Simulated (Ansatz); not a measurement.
# Formation energy and levels of the substitutional impurity Nb_Ga in GaN (F-43m)

Charge states of Nb_Ga in GaN (F-43m), set against the band edges. Model: a cell of 54 host atoms with 1 Ga taken out and 1 Nb put in.

Method: place-levels on r2SCAN runs: charge-transition levels and formation energies with image-charge correction and potential alignment at the atomic sites; PAW set soft_1, in Ansatz 0.2.0.

### 1. Starting point

The cell holds 54 atoms: 26 Ga, 27 N and 1 Nb. Its edges and angles: a = 9.542 Å, b = 9.542 Å, c = 9.542 Å, α = 60.0°, β = 60.0°, γ = 60.0°. It derives from GaN (space group F-43m). Nearest the centre at fractional (0.333, 0.667, 0.667): Nb35 at 0.00 Å, N30 at 1.95 Å, N18 at 1.95 Å, N34 at 1.95 Å, N36 at 1.95 Å, Ga33 at 3.18 Å, Ga51 at 3.18 Å, Ga29 at 3.18 Å.

Structure file:

```xyz
54
Lattice="0.0000 6.7473 6.7473 6.7473 0.0000 6.7473 6.7473 6.7473 0.0000" Properties=species:S:1:pos:R:3 pbc="T T T"
Ga    0.0000    0.0000    0.0000
N     1.1245    1.1245    1.1245
Ga    2.2491    2.2491    0.0000
N     3.3736    3.3736    1.1245
Ga    4.4982    4.4982    0.0000
N     5.6227    5.6227    1.1245
Ga    2.2491    0.0000    2.2491
N     3.3736    1.1245    3.3736
Ga    4.4982    2.2491    2.2491
N     5.6227    3.3736    3.3736
Ga    6.7473    4.4982    2.2491
N     7.8718    5.6227    3.3736
Ga    4.4982    0.0000    4.4982
N     5.6227    1.1245    5.6227
Ga    6.7473    2.2491    4.4982
N     7.8718    3.3736    5.6227
Ga    8.9964    4.4982    4.4982
N    10.1209    5.6227    5.6227
Ga    0.0000    2.2491    2.2491
N     1.1245    3.3736    3.3736
Ga    2.2491    4.4982    2.2491
N     3.3736    5.6227    3.3736
Ga    4.4982    6.7473    2.2491
N     5.6227    7.8718    3.3736
Ga    2.2491    2.2491    4.4982
N     3.3736    3.3736    5.6227
Ga    4.4982    4.4982    4.4982
N     5.6227    5.6227    5.6227
Ga    6.7473    6.7473    4.4982
N     7.8718    7.8718    5.6227
Ga    4.4982    2.2491    6.7473
N     5.6227    3.3736    7.8718
Ga    6.7473    4.4982    6.7473
N     7.8718    5.6227    7.8718
Nb    8.9964    6.7473    6.7473
N    10.1209    7.8718    7.8718
Ga    0.0000    4.4982    4.4982
N     1.1245    5.6227    5.6227
Ga    2.2491    6.7473    4.4982
N     3.3736    7.8718    5.6227
Ga    4.4982    8.9964    4.4982
N     5.6227   10.1209    5.6227
Ga    2.2491    4.4982    6.7473
N     3.3736    5.6227    7.8718
Ga    4.4982    6.7473    6.7473
N     5.6227    7.8718    7.8718
Ga    6.7473    8.9964    6.7473
N     7.8718   10.1209    7.8718
Ga    4.4982    4.4982    8.9964
N     5.6227    5.6227   10.1209
Ga    6.7473    6.7473    8.9964
N     7.8718    7.8718   10.1209
Ga    8.9964    8.9964    8.9964
N    10.1209   10.1209   10.1209
```

Screening for the image-charge correction: ε∞ = 6.00, ε0 = 10.56, computed on the host (DFPT, PBEsol, on the r2SCAN cell), and a cell off the functional's own equilibrium shifts the ionic part.

The cell's shortest repeat is 9.5 Å.

### 2. The runs of each charge state

A transition level is the Fermi level at which two charge states cost the same, so each charge needs its own total energy, at its own relaxed structure.

Random displacements of about 0.05 Å break the site symmetry at the start, so that the relaxation can reach a distorted minimum if there is one. Forces are taken on a 2×2×2 shifted mesh. The cell holds 1 electron more than the neutral one, with a uniform background that keeps it neutral on the whole. The electron count is odd, so at least one spin is unpaired; this run locks the moment at 1 μB.

The sampling was tested on the host first: at the k-points planned (1x1x1 shifted 0.25 0.25 0.25) its energy lies 0.067 eV an atom from the dense-mesh value, so the final energies take a denser sampling.

One state's input; the others differ in charge, spin, start and seed, and in occupations where the table says so.

Contents of qm1_M1.relax/input.yaml:

```yaml
crystal:
  lattice:
    - [0.0, 6.74729083, 6.74729083]
    - [6.74729083, 0.0, 6.74729083]
    - [6.74729083, 6.74729083, 0.0]
  atoms:
    - { symbol: Ga, position: [0.0, 0.0, 0.0] }
    - { symbol: "N", position: [0.08333333, 0.08333333, 0.08333333] }
    - { symbol: Ga, position: [0.0, 0.0, 0.33333333] }
    - { symbol: "N", position: [0.08333333, 0.08333333, 0.41666667] }
    - { symbol: Ga, position: [0.0, 0.0, 0.66666667] }
    - { symbol: "N", position: [0.08333333, 0.08333333, 0.75] }
    - { symbol: Ga, position: [0.0, 0.33333333, 0.0] }
    - { symbol: "N", position: [0.08333333, 0.41666667, 0.08333333] }
    - { symbol: Ga, position: [0.0, 0.33333333, 0.33333333] }
    - { symbol: "N", position: [0.08333333, 0.41666667, 0.41666667] }
    - { symbol: Ga, position: [0.0, 0.33333333, 0.66666667] }
    - { symbol: "N", position: [0.08333333, 0.41666667, 0.75] }
    - { symbol: Ga, position: [0.0, 0.66666667, 0.0] }
    - { symbol: "N", position: [0.08333333, 0.75, 0.08333333] }
    - { symbol: Ga, position: [0.0, 0.66666667, 0.33333333] }
    - { symbol: "N", position: [0.08333333, 0.75, 0.41666667] }
    - { symbol: Ga, position: [0.0, 0.66666667, 0.66666667] }
    - { symbol: "N", position: [0.08333333, 0.75, 0.75] }
    - { symbol: Ga, position: [0.33333333, 0.0, 0.0] }
    - { symbol: "N", position: [0.41666667, 0.08333333, 0.08333333] }
    - { symbol: Ga, position: [0.33333333, 0.0, 0.33333333] }
    - { symbol: "N", position: [0.41666667, 0.08333333, 0.41666667] }
    - { symbol: Ga, position: [0.33333333, 0.0, 0.66666667] }
    - { symbol: "N", position: [0.41666667, 0.08333333, 0.75] }
    - { symbol: Ga, position: [0.33333333, 0.33333333, 0.0] }
    - { symbol: "N", position: [0.41666667, 0.41666667, 0.08333333] }
    - { symbol: Ga, position: [0.33333333, 0.33333333, 0.33333333] }
    - { symbol: "N", position: [0.41666667, 0.41666667, 0.41666667] }
    - { symbol: Ga, position: [0.33333333, 0.33333333, 0.66666667] }
    - { symbol: "N", position: [0.41666667, 0.41666667, 0.75] }
    - { symbol: Ga, position: [0.33333333, 0.66666667, 0.0] }
    - { symbol: "N", position: [0.41666667, 0.75, 0.08333333] }
    - { symbol: Ga, position: [0.33333333, 0.66666667, 0.33333333] }
    - { symbol: "N", position: [0.41666667, 0.75, 0.41666667] }
    - { symbol: Nb, position: [0.33333333, 0.66666667, 0.66666667], spin: 1.0 }
    - { symbol: "N", position: [0.41666667, 0.75, 0.75] }
    - { symbol: Ga, position: [0.66666667, 0.0, 0.0] }
    - { symbol: "N", position: [0.75, 0.08333333, 0.08333333] }
    - { symbol: Ga, position: [0.66666667, 0.0, 0.33333333] }
    - { symbol: "N", position: [0.75, 0.08333333, 0.41666667] }
    - { symbol: Ga, position: [0.66666667, 0.0, 0.66666667] }
    - { symbol: "N", position: [0.75, 0.08333333, 0.75] }
    - { symbol: Ga, position: [0.66666667, 0.33333333, 0.0] }
    - { symbol: "N", position: [0.75, 0.41666667, 0.08333333] }
    - { symbol: Ga, position: [0.66666667, 0.33333333, 0.33333333] }
    - { symbol: "N", position: [0.75, 0.41666667, 0.41666667] }
    - { symbol: Ga, position: [0.66666667, 0.33333333, 0.66666667] }
    - { symbol: "N", position: [0.75, 0.41666667, 0.75] }
    - { symbol: Ga, position: [0.66666667, 0.66666667, 0.0] }
    - { symbol: "N", position: [0.75, 0.75, 0.08333333] }
    - { symbol: Ga, position: [0.66666667, 0.66666667, 0.33333333] }
    - { symbol: "N", position: [0.75, 0.75, 0.41666667] }
    - { symbol: Ga, position: [0.66666667, 0.66666667, 0.66666667] }
    - { symbol: "N", position: [0.75, 0.75, 0.75] }
  host:
    repeats: [3, 3, 3]
    atoms:
      - { symbol: Ga, position: [0.0, 0.0, 0.0] }
      - { symbol: "N", position: [0.25, 0.25, 0.25] }
total_charge: -1
basis:
  ecutwfc: 500
  xc_grid: 2
hamiltonian:
  xc: r2scan
  pseudopotentials: { kind: paw, azcp: { folder: soft_1 } }
kpoints:
  mp_grid: { grid: [2, 2, 2], shift: [0.5, 0.5, 0.5] }
magnetization:
  spin_polarized: true
  initial_magnetization: 1
  spin_locking: { lock_magnetization: hard }
scf:
  occupations: { method: fixed }
  max_iter: 80
output:
  forces: true
  charged_corrections:
    epsilon: 6.0
    static_epsilon: 10.56
    defect_position: [0.333333, 0.666667, 0.666667]
relax:
  f_tol: 0.02
  max_steps: 80
  random_displacement: { amplitude: 0.05, seed: 4290 }
checkpoint:
  write: "../qm1_M1.relax.run"
  compress: false
  write_wavefunctions: true
  write_every: 100000
```

On the command line:

```sh
> ansatz run input.yaml --threads 4 --pin off --max-ram 15073MiB --backend cpu --events-out ev --progress --plain --runs-dir out
```

The run of this state that the levels use, under r2SCAN:

Contents of qm1_M1.point/input.yaml:

```yaml
crystal:
  checkpoint: "../qm1_M1.relax.run"
  host: checkpoint
total_charge: -1
basis:
  ecutwfc: 500
  xc_grid: 2
hamiltonian:
  xc: r2scan
  pseudopotentials: { kind: paw, azcp: { folder: soft_1 } }
kpoints:
  mp_grid: { grid: [2, 2, 2], shift: [0.5, 0.5, 0.5] }
magnetization:
  spin_polarized: true
  initial_magnetization: 1
  spin_locking: { lock_magnetization: hard }
scf:
  occupations: { method: fixed }
  max_iter: 80
output:
  forces: true
  eigenvalues: true
  charged_corrections:
    epsilon: 6.0
    static_epsilon: 10.56
    defect_position: [0.333333, 0.666667, 0.666667]
  eigenstates: { localisation: true }
  populations: true
  efg: {}
  band_densities: [{ bands: [v1, v1] }, { bands: [c1, c1] }]
  write_density: true
  write_potential: true
  volumetric_format: npy
checkpoint:
  read: "../qm1_M1.relax.run"
  write: "../qm1_M1.point.run"
  compress: false
  write_wavefunctions: false
  write_every: 100000
```

Relaxations under r2SCAN at a 2×2×2 shifted mesh; times on 4 threads of Arm Neoverse V2, shared host:

| charge | moment (μB) | occupations | outcome | steps | largest displacement against the far atoms (Å) | time |
| --- | --- | --- | --- | --- | --- | --- |
| −1 | 1 | fixed | converged | 8 | 0.15 | 26 min |
| −1 | 3 | fixed | converged | 5 | 0.16 | 12 min |
| 0 | 0 | fixed | converged | 10 | 0.12 | 8.3 min |
| 0 | 2 | fixed | converged | 6 | 0.12 | 16 min |
| +1 | 1 | fixed | converged | 7 | 0.07 | 20 min |
| +2 | 0 | fixed | converged | 5 | 0.06 | 4 min |

Single points under r2SCAN at a 2×2×2 shifted mesh; times on 4 threads of Arm Neoverse V2, shared host:

| charge | moment (μB) | occupations | outcome | time |
| --- | --- | --- | --- | --- |
| −1 | 1 | fixed | converged | 1.9 min |
| −1 | 3 | fixed | converged | 1.7 min |
| 0 | 0 | fixed | converged | 50 s |
| 0 | 2 | fixed | converged | 2 min |
| +1 | 1 | fixed | converged | 1.9 min |
| +2 | 0 | fixed | converged | 46 s |

Distances (Å) from Nb35 to the nearest atoms after relaxation with r2SCAN:

| charge | moment (μB) | 1. | 2. | 3. | 4. | 5. | 6. |
| --- | --- | --- | --- | --- | --- | --- | --- |
| −1 | 1 | N 2.06 | N 2.08 | N 2.09 | N 2.09 | Ga 3.17 | Ga 3.17 |
| −1 | 3 | N 2.08 | N 2.09 | N 2.10 | N 2.10 | Ga 3.18 | Ga 3.18 |
| 0 | 0 | N 1.97 | N 2.03 | N 2.03 | N 2.03 | Ga 3.16 | Ga 3.16 |
| 0 | 2 | N 2.07 | N 2.07 | N 2.07 | N 2.07 | Ga 3.21 | Ga 3.21 |
| +1 | 1 | N 2.00 | N 2.01 | N 2.01 | N 2.01 | Ga 3.21 | Ga 3.21 |
| +2 | 0 | N 1.95 | N 1.95 | N 1.95 | N 1.95 | Ga 3.23 | Ga 3.23 |

(Part 1 of 2 ends here.)

[Logs are printed without paths, hosts, clocks, repeated set-up lines and the standing remarks that a program may print on its own settings, such as how far it seeks lower states.]

[Hosts, paths, dates, database ids (printed as entryN), source tags and the programs' standing remarks are cut or masked in the printed files.]

[Where a table of states has a column of steps, it counts the stored structures, which are thinned; the runs took as many ionic steps or more.]

[A defect's name tells the site on which it was built; relaxed atoms can leave that site.]

[For some hosts the program warned that the k-mesh of the response run may be too coarse for force constants and the static dielectric constant; such warnings are not shown here.]
